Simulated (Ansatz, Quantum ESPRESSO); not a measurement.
# Lattice dynamics of HfPbO3 (Pm-3m) in two programs, part 3 of 5

How does HfPbO3 (Pm-3m) vibrate, and is this structure a minimum?

Quantum ESPRESSO 7.5; DFT LDA, scalar-relativistic, plane waves, PseudoDojo norm-conserving pseudopotentials.

So far, lowest frequency on the path (cm⁻¹): step 7 (interpolated phonon bands) -177. Also highest frequency (cm⁻¹): step 7 883. The relaxed cell has a = 4.063 Å (conventional setting).

## 10. Sum rules set otherwise: a sum rule for molecules or wires on a crystal

This rule also removes rotations, which suits wires and not a crystal; it is tried to see the harm.

Contents of dynmat.in:

```
&input
   fildyn = 'x.dyn1'
   asr = 'one-dim'
   fileig = 'dynmat.eig'
   lperm = .true.
/
```

Started as:

```console
> dynmat.x -in dynmat.in > dynmat.out
```

Numbers of over 12 decimals in the logs are rounded to 6 here.

Log:

```text
[banner, memory and clock lines left out]
Program DYNMAT v.7.5

     Reading Dynamical Matrix from file x.dyn1
     ...Force constants read
     ...epsilon and Z* read
asr rotation axis in 1D system=    3
     Acoustic Sum Rule: || Z*(ASR) - Z*(orig)|| =    1.283566E+00
     Acoustic Sum Rule: ||dyn(ASR) - dyn(orig)||=    1.491307E-01
     A direction for q was not specified:TO-LO splitting will be absent

     Polarizability (A^3 units)
     multiply by 0.345315 for Clausius-Mossotti correction
        30.364745    0.000000    0.000000
         0.000000   30.364745    0.000000
         0.000000    0.000000   30.364745

     IR activities are in (D/A)^2/amu units

# mode   [cm-1]    [THz]      IR
    1   -144.02   -4.3175   27.0758
    2   -119.80   -3.5914   22.9202
    3   -119.80   -3.5914   22.9202
    4     -0.00   -0.0000    0.0000
    5     -0.00   -0.0000    0.0000
    6      0.00    0.0000    0.0000
    7      0.00    0.0000    0.0000
    8    109.33    3.2776    0.0000
    9    109.33    3.2776    0.0000
   10    143.71    4.3084   11.2310
   11    143.71    4.3084   11.2310
   12    200.01    5.9963    5.9720
   13    559.82   16.7830   18.4741
   14    596.33   17.8775   20.3731
   15    596.33   17.8775   20.3731

Electronic dielectric permittivity tensor (relative, adimensional)
         6.687713    0.000000    0.000000
         0.000000    6.687713    0.000000
         0.000000    0.000000    6.687713

 ... with zone-center polar mode contributions
        19.552197    6.244622   -0.000000
         6.244622   19.552197    0.000000
        -0.000000    0.000000   25.796820

[end of the log left out, with the tail of the file of modes that dynmat.x writes under the same name]
```

Run time: 0.45 s. Hardware: 1 thread of Arm Neoverse V2, shared host.

The program raised no error, yet the settings are not those of a careful run.

The fault: a sum rule for molecules or wires on a crystal; 1 optical mode is projected out to zero frequency, as if it were a rotation.

For a crystal the rule has to be 'simple' or 'crystal'.

Zone-centre frequencies as printed; negative means imaginary. Modes:

```csv
mode,frequency (cm⁻¹)
1,-144
2,-119.8
3,-119.8
4,0
5,0
6,0
7,0
8,109.3
9,109.3
10,143.7
11,143.7
12,200
13,559.8
14,596.3
15,596.3
```

## 11. Sum rules set otherwise (asr crystal)

The rule can be imposed in more than one way; the choices should agree where the raw error is small.

Contents of dynmat.in:

```
&input
   fildyn = 'x.dyn1'
   asr = 'crystal'
   fileig = 'dynmat.eig'
   lperm = .true.
/
```

Started as:

```console
> dynmat.x -in dynmat.in > dynmat.out
```

Log:

```text
[banner, memory and clock lines left out]
Program DYNMAT v.7.5

     Reading Dynamical Matrix from file x.dyn1
     ...Force constants read
     ...epsilon and Z* read
     Acoustic Sum Rule: || Z*(ASR) - Z*(orig)|| =    1.119624E-02
     Acoustic Sum Rule: ||dyn(ASR) - dyn(orig)||=    5.569657E-05
     A direction for q was not specified:TO-LO splitting will be absent

     Polarizability (A^3 units)
     multiply by 0.345315 for Clausius-Mossotti correction
        30.364745    0.000000    0.000000
         0.000000   30.364745    0.000000
         0.000000    0.000000   30.364745

     IR activities are in (D/A)^2/amu units

# mode   [cm-1]    [THz]      IR
    1   -119.80   -3.5914   22.9202
    2   -119.80   -3.5914   22.9202
    3   -119.80   -3.5914   22.9202
    4     -0.00   -0.0000    0.0000
    5      0.00    0.0000    0.0000
    6      0.00    0.0000    0.0000
    7    109.33    3.2776    0.0000
    8    109.33    3.2776    0.0000
    9    109.33    3.2776    0.0000
   10    143.71    4.3084   11.2310
   11    143.71    4.3084   11.2310
   12    143.71    4.3084   11.2310
   13    596.33   17.8775   20.3731
   14    596.33   17.8775   20.3731
   15    596.33   17.8775   20.3731

Electronic dielectric permittivity tensor (relative, adimensional)
         6.687713    0.000000    0.000000
         0.000000    6.687713    0.000000
         0.000000    0.000000    6.687713

 ... with zone-center polar mode contributions
        25.796820    0.000000   -0.000000
         0.000000   25.796820    0.000000
        -0.000000    0.000000   25.796820

[end of the log left out, with the tail of the file of modes that dynmat.x writes under the same name]
```

Run time: 0.45 s. Hardware: 1 thread.

Zone-centre frequencies as printed; negative means imaginary. Modes:

```csv
mode,frequency (cm⁻¹)
1,-119.8
2,-119.8
3,-119.8
4,0
5,0
6,0
7,109.3
8,109.3
9,109.3
10,143.7
11,143.7
12,143.7
13,596.3
14,596.3
15,596.3
```

Against the first rule no mode moves by more than 0.2 cm⁻¹.

## 12. Modes along a direction of q (1 0 0)

A longitudinal polar mode sets up a macroscopic field that stiffens it; the term hangs on the direction from which q goes to zero.

Contents of dynmat.in:

```
&input
   fildyn = 'x.dyn1'
   asr = 'simple'
   fileig = 'dynmat.eig'
   q(1) = 1.0
   q(2) = 0.0
   q(3) = 0.0
/
```

Started as:

```console
> dynmat.x -in dynmat.in > dynmat.out
```

Log:

```text
[banner, memory and clock lines left out]
Program DYNMAT v.7.5

     Reading Dynamical Matrix from file x.dyn1
     ...Force constants read
     ...epsilon and Z* read

     Polarizability (A^3 units)
     multiply by 0.345315 for Clausius-Mossotti correction
        30.364745    0.000000    0.000000
         0.000000   30.364745    0.000000
         0.000000    0.000000   30.364745

     IR activities are in (D/A)^2/amu units

# mode   [cm-1]    [THz]      IR
    1   -119.82   -3.5921   22.9239
    2   -119.82   -3.5921   22.9239
    3     -0.00   -0.0000    0.0000
    4     -0.00   -0.0000    0.0000
    5      0.00    0.0000    0.0000
    6     82.69    2.4790    0.4021
    7    109.19    3.2733    0.0000
    8    109.19    3.2733    0.0000
    9    109.19    3.2733    0.0000
   10    143.70    4.3080   11.2264
   11    143.70    4.3080   11.2264
   12    339.69   10.1837   14.9223
   13    596.33   17.8776   20.3739
   14    596.33   17.8776   20.3739
   15    706.31   21.1745   39.1998

[end of the log left out, with the tail of the file of modes that dynmat.x writes under the same name]
```

It took 0.45 s on 1 thread.

Numbers from this step:

| Property | Result |
| --- | --- |
| highest mode moved by the LO-TO term | 706.3 cm⁻¹ |

Zone-centre frequencies as printed; negative means imaginary. Modes:

```csv
mode,frequency (cm⁻¹)
1,-119.8
2,-119.8
3,0
4,0
5,0
6,82.69
7,109.2
8,109.2
9,109.2
10,143.7
11,143.7
12,339.7
13,596.3
14,596.3
15,706.3
```

The field moves 3 modes; the highest of them now lies at 706 cm⁻¹, where the highest that moved away lay at 596.

## 13. The dispersion under another sum rule (asr all)

The sum rule corrects the force constants themselves, so it can shift branches at any wavevector, low ones most.

Contents of matdyn.in:

```
&input
   asr = 'all'
   flfrc = 'x.fc'
   flfrq = 'x.freq'
   flvec = 'x.modes'
   q_in_band_form = .true.
   q_in_cryst_coord = .true.
/
8
  0.0000000   0.0000000   0.0000000   8  ! GAMMA
  0.0000000   0.5000000   0.0000000   8  ! X
  0.5000000   0.5000000   0.0000000   8  ! M
  0.0000000   0.0000000   0.0000000   8  ! GAMMA
  0.5000000   0.5000000   0.5000000   8  ! R
  0.0000000   0.5000000   0.0000000   1  ! X
  0.5000000   0.5000000   0.5000000   8  ! R
  0.5000000   0.5000000   0.0000000   1  ! M
```

Started as:

```console
> matdyn.x -in matdyn.in > matdyn.out
```

Log:

```text
[banner, memory and clock lines left out]
Program MATDYN v.7.5

 mass for atomic type   1 not given; uses mass from file x.fc
 mass for atomic type   2 not given; uses mass from file x.fc
 mass for atomic type   3 not given; uses mass from file x.fc

     WARNING: To use asr = 'all' for infrared-active solids, i.e., solids with nonzero
     Born effective charge, one must set read_lr = .true. in the matdyn.x input. Also,
     the flfrc file must have been constructed with write_lr = .true. in the q2r.x input.
     If the system is infrared inactive and you have nonzero Born effective charge due to
     numerical noise, you can ignore this warning.

 Norm of the difference between old and new effective charges:    7.74597e-08

 Huang before:    1   1   1   2,   residual stress:  -0.000000
 Huang before:    1   1   1   3,   residual stress:  -0.000000
 Huang before:    1   1   2   2,   residual stress:   7.2e-15
 Huang before:    1   1   2   3,   residual stress:  -0.000000
 Huang before:    1   1   3   3,   residual stress:   7.2e-15
 Huang before:    1   2   1   3,   residual stress:   0.000000
 Huang before:    1   2   2   2,   residual stress:   0.000000
 Huang before:    1   2   2   3,   residual stress:  -0.000000
 Huang before:    1   2   3   3,   residual stress:  -0.000000
 Huang before:    1   3   2   2,   residual stress:   0.000000
 Huang before:    1   3   2   3,   residual stress:  -0.000000
 Huang before:    1   3   3   3,   residual stress:   0.000000
 Huang before:    2   2   2   3,   residual stress:  -0.000000
 Huang before:    2   2   3   3,   residual stress:  -1e-15
 Huang before:    2   3   3   3,   residual stress:  -0.000000

 Norm of the difference between old and new force-constants:   1.96917e-05

   You are using asr="all", please consider citing C. Lin, S. Ponc\'e and N. Marzari, npj Comput Mater 8, 236 (2022).
```

It took 0.52 s on 1 thread.

Numbers from this step:

```yaml
lowest_frequency_on_the_path: -176.7 cm⁻¹
```

At the labelled points the branches move by no more than 0.2 cm⁻¹. The log warns that this rule wants the long-range part of the force constants stored apart (write_lr, read_lr) in a polar crystal, which was not done.

## 14. A changed mass

Force constants don't depend on the masses, so an isotope effect costs no new response.

Contents of matdyn.in:

```
&input
   asr = 'simple'
   flfrc = 'x.fc'
   flfrq = 'x.freq'
   flvec = 'x.modes'
   q_in_band_form = .true.
   q_in_cryst_coord = .true.
   amass(1) = 178.49
   amass(2) = 207.2
   amass(3) = 31.998
/
8
  0.0000000   0.0000000   0.0000000   8  ! GAMMA
  0.0000000   0.5000000   0.0000000   8  ! X
  0.5000000   0.5000000   0.0000000   8  ! M
  0.0000000   0.0000000   0.0000000   8  ! GAMMA
  0.5000000   0.5000000   0.5000000   8  ! R
  0.0000000   0.5000000   0.0000000   1  ! X
  0.5000000   0.5000000   0.5000000   8  ! R
  0.5000000   0.5000000   0.0000000   1  ! M
```

Started as:

```console
> matdyn.x -in matdyn.in > matdyn.out
```

Log:

```text
[banner, memory and clock lines left out]
Program MATDYN v.7.5
```

Run time: 0.49 s. Hardware: 1 thread.

Read from the output:

- lowest frequency on the path: -125.0 cm⁻¹

Matdyn.x, sum rule simple. The phonon branches at the labelled points (cm⁻¹):

```csv
point,branch 1,branch 2,branch 3,branch 4,branch 12,branch 13,branch 14,branch 15
Γ,-97,-97,0,0,248,427,427,515
halfway,-72,-72,42,42,267,426,426,541
X,-44,-44,57,57,288,424,424,567
halfway,-82,-35,-35,-28,280,422,455,581
M,-120,-71,-71,15,268,420,474,604
halfway,-85,-51,31,39,269,424,448,554
Γ,-97,-97,0,0,248,427,427,515
halfway,-72,-72,-27,30,265,448,448,567
R,-125,-125,-125,-38,229,468,468,624
halfway,-82,-77,-31,-24,270,447,457,592
X,-44,-44,57,57,288,424,424,567
jump to R,-125,-125,-125,-38,229,468,468,624
halfway,-123,-84,-84,-21,249,449,471,611
M,-120,-71,-71,15,268,420,474,604
```

The top of the path falls from 883 to 624 cm⁻¹, a ratio of 0.71; a mode of that atom alone would give 0.71.

(Part 3 of 5 ends here.)

[Host names and launcher messages were left out of these logs when they were recorded.]

[Logs are printed without paths, hosts, clocks, repeated set-up lines and the standing remarks that a program may print on its own settings, such as how far it seeks lower states.]

[Hosts, paths, dates, database ids (printed as entryN), source tags and the programs' standing remarks are cut or masked in the printed files.]
